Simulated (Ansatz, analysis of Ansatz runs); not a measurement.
# Monovacancy in Tl: vacancy formation, PBE, part 2 of 2

Subject: monovacancy in Tl. Wanted: its vacancy formation, in one set-up (PBE, 36-site cell, PBE lattice, 420 eV, k: 3x3x3 Gamma-centred). The model is a cell of 36 host atoms with 1 Tl taken out. The formation energy is the energy of the cell with the vacancy less that of the same number of atoms in the perfect cell. A small cell is quick and shows the size of the effect, at the price of close images.

Ansatz 0.2.0; PBE, 36-site cell, PBE lattice, 420 eV, k: 3x3x3 Gamma-centred.

So far: The starting structure; Relaxation, charge 0.

**2. Relaxation, charge 0 (continued)**

Level of this step: plane-wave PAW DFT, PBE; relaxation of all atoms of a defect supercell (Ansatz).

Relaxation path:

| step | energy less that of the first step (eV) | largest force component (eV/Å) |
| --- | --- | --- |
| 1 | 0.0000 | 0.1219 |
| 2 | -0.0417 | 0.0610 |
| 3 | -0.0588 | 0.0133 |

The run keeps the 12 symmetry operations that it works with, so distortions that break them were not tested.

The atoms that moved most (Å):

| atom | dx | dy | dz | length |
| --- | --- | --- | --- | --- |
| Tl19 | -0.052 | 0.030 | -0.103 | 0.119 |
| Tl18 | -0.052 | 0.030 | 0.103 | 0.119 |
| Tl23 | 0.000 | -0.060 | -0.103 | 0.119 |
| Tl8 | 0.052 | 0.030 | -0.103 | 0.119 |
| Tl21 | 0.000 | -0.060 | 0.103 | 0.119 |
| Tl6 | 0.052 | 0.030 | 0.103 | 0.119 |
| Tl20 | 0.038 | -0.018 | 0.000 | 0.042 |
| Tl5 | 0.035 | -0.024 | 0.000 | 0.042 |

The relaxed structure:

```xyz
35
Lattice="10.8662 0.0000 0.0000 -5.4331 9.4104 0.0000 0.0000 0.0000 11.0980" Properties=species:S:1:pos:R:3 pbc="T T T"
Tl   -0.0030    2.1333    1.3873
Tl    1.8110    1.0407    4.1719
Tl    0.0086    2.1118    6.9363
Tl    1.8110    1.0407    9.7006
Tl   -1.7761    5.2044    1.3873
Tl    0.0522    4.2126    4.2648
Tl   -1.7889    5.2251    6.9363
Tl    0.0522    4.2126    9.6077
Tl   -3.6221    8.3648    1.3873
Tl   -1.8153    7.3217    4.1719
Tl   -3.6221    8.3648    6.9363
Tl   -1.8153    7.3217    9.7006
Tl    3.6250    2.1333    1.3873
Tl    5.4212    1.0387    4.1556
Tl    3.6135    2.1118    6.9363
Tl    5.4212    1.0387    9.7169
Tl    1.8110    5.2280    1.3873
Tl    3.5699    4.2126    4.2648
Tl    3.5699    4.2126    9.6077
Tl    0.0379    8.3463    1.3873
Tl    1.8110    7.2589    4.2648
Tl    0.0136    8.3471    6.9363
Tl    1.8110    7.2589    9.6077
Tl    7.2441    2.0912    1.3873
Tl    9.0671    1.0387    4.1556
Tl    7.2441    2.0912    6.9363
Tl    9.0671    1.0387    9.7169
Tl    5.3981    5.2044    1.3873
Tl    7.2441    4.1961    4.1556
Tl    5.4109    5.2251    6.9363
Tl    7.2441    4.1961    9.7169
Tl    3.5841    8.3463    1.3873
Tl    5.4373    7.3217    4.1719
Tl    3.6085    8.3471    6.9363
Tl    5.4373    7.3217    9.7006
```

The atoms nearest to the centre after the run:

| atom | distance (Å) |
| --- | --- |
| Tl23 | 3.356 |
| Tl8 | 3.356 |
| Tl21 | 3.356 |
| Tl6 | 3.356 |
| Tl19 | 3.356 |
| Tl18 | 3.356 |
| Tl7 | 3.600 |
| Tl22 | 3.600 |
| Tl3 | 3.600 |
| Tl34 | 3.600 |
| Tl30 | 3.600 |
| Tl15 | 3.600 |

Numbers from this step:

```
free energy      : -400545.1014 eV
smearing term TS : -0.007426 eV
```

The relaxation ends 1.7 meV an atom lower, with a largest force component of 0.013 eV/Å.

**3. Defect-free supercell**

The perfect cell is run with the same cutoff and k-points as the defect cell, so that sampling errors largely cancel in the difference.

This step: plane-wave PAW DFT, PBE; single point of the defect-free supercell.

System of this step: Symmetry: P6_3/mmc, No. 194, hexagonal system. The conventional cell has a = 3.622 Å, b = 3.622 Å, c = 5.549 Å, α = 90.00°, β = 90.00°, γ = 120.00°. Nearest to Tl lie 12 Tl at 3.47 to 3.62 Å.

The input, host/input.yaml:

```yaml
crystal:
  lattice:
    - [10.8662110251, 0.0, 0.0]
    - [-5.4331055126, 9.4104147906, 0.0]
    - [0.0, 0.0, 11.0980031841]
  atoms:
    - { symbol: Tl, position: [0.1111111111, 0.2222222222, 0.125] }
    - { symbol: Tl, position: [0.2222222222, 0.1111111111, 0.375] }
    - { symbol: Tl, position: [0.1111111111, 0.2222222222, 0.625] }
    - { symbol: Tl, position: [0.2222222222, 0.1111111111, 0.875] }
    - { symbol: Tl, position: [0.1111111111, 0.5555555556, 0.125] }
    - { symbol: Tl, position: [0.2222222222, 0.4444444444, 0.375] }
    - { symbol: Tl, position: [0.1111111111, 0.5555555556, 0.625] }
    - { symbol: Tl, position: [0.2222222222, 0.4444444444, 0.875] }
[... 22 atom lines left out ...]
    - { symbol: Tl, position: [0.7777777778, 0.5555555556, 0.625] }
    - { symbol: Tl, position: [0.8888888889, 0.4444444444, 0.875] }
    - { symbol: Tl, position: [0.7777777778, 0.8888888889, 0.125] }
    - { symbol: Tl, position: [0.8888888889, 0.7777777778, 0.375] }
    - { symbol: Tl, position: [0.7777777778, 0.8888888889, 0.625] }
    - { symbol: Tl, position: [0.8888888889, 0.7777777778, 0.875] }
basis:
  ecutwfc: 420
  xc_grid: 2
hamiltonian:
  xc: pbe
kpoints:
  mp_grid: { grid: [3, 3, 3] }
scf:
  occupations: { method: methfessel_paxton, width: 0.1 }
  max_iter: 120
output:
  forces: true
```

Started as:

```console
ansatz run input.yaml --threads 2 --pin off --max-ram 3768MiB --backend cpu --events-out ev --progress --plain --runs-dir out
```

Numbers of over 12 decimals in the logs are rounded to 6 here.

Output:

```text
[...]
Crystal: 36 atoms, lattice volume = 1134.832 Å³
Basis set: ecut = 420 eV, 22237 PW (Γ), exchange–correlation on 150×150×150 points (8 copies of the dense FFT grid, shifted against one another)
Bands: 270, of which v1, the nominal top of the filled ones, is band 234 counted from 1 (233 counted from 0)
Symmetry: 432 space group operations
[...]
k-points: 6 of 27
[...]
SCF iter   1: F=—  HF=-411989.670137 eV  |F-HF|=—  |Δ(HF+E_count)|=         —  Δρ=8.61e-4  dr2=1.27e-2  ethr=1.77e-3  ⟨swp⟩=6.0  Hψ=6312  notcnv=0
[...]
SCF iter   5: F=-411989.654117 eV  HF=-411989.654117 eV  |F-HF|=7.63e-7  |Δ(HF+E_count)|=   1.72e-5  S|Δr|=    0.00e0  Δρ=7.88e-6  dr2=8.61e-7  ethr=2.14e-10  ⟨swp⟩=2.0  Hψ=5876  notcnv=0
SCF 1 converged in 5 iterations: F = -411989.654117 eV  dr2 = 8.61e-7
[...]
SCF converged after 5 iterations
[...]
Free energy (F): -411989.654117 eV
[...]
Internal energy: -411989.647016 eV  (E = F + TS)
E sigma→0 (E₀):  -411989.652342 eV
Entropy (-TS):   -0.007101 eV (-0.197 meV/atom)
Fermi energy:    9.239733 eV
[...]
```

It took 31 s on 2 threads of AMD EPYC 7R43, shared host; peak memory 3.3 GiB; 62 s of CPU time.

In the SCF lines HF is the Harris–Foulkes energy and dr2 the Hartree energy of the density residual, in eV; the loop may stop once dr2 is under the threshold and the program's other checks hold. Hψ counts applications of the Hamiltonian.

Numbers from this step:

```yaml
free_energy: -411989.6541 eV
smearing_term_ts: 0.007101 eV
```

**4. What came out**

| Quantity | Value |
| --- | --- |
| energy gained by relaxing the atoms | 0.06 eV |
| vacancy formation energy at fixed volume, 0 K | 0.39 eV |
| time of the whole chain | 4.2 min on 2 threads |

**Reading.** Vacancy formation energy: computed 0.39 eV, measured 0.46 eV; 0.07 eV below the measurement. The calculation is for 0 K; measured enthalpies come from near the melting point and hold vibrational and anharmonic parts. Semilocal functionals misjudge the energy of a vacancy's internal surface; LDA and PBEsol usually give larger values than PBE.

[Logs are printed without paths, hosts, clocks, repeated set-up lines and the standing remarks that a program may print on its own settings, such as how far it seeks lower states.]

[Hosts, paths, dates, database ids (printed as entryN), source tags and the programs' standing remarks are cut or masked in the printed files.]

[For some hosts the program warned that the k-mesh of the response run may be too coarse for force constants and the static dielectric constant; such warnings are not shown here.]
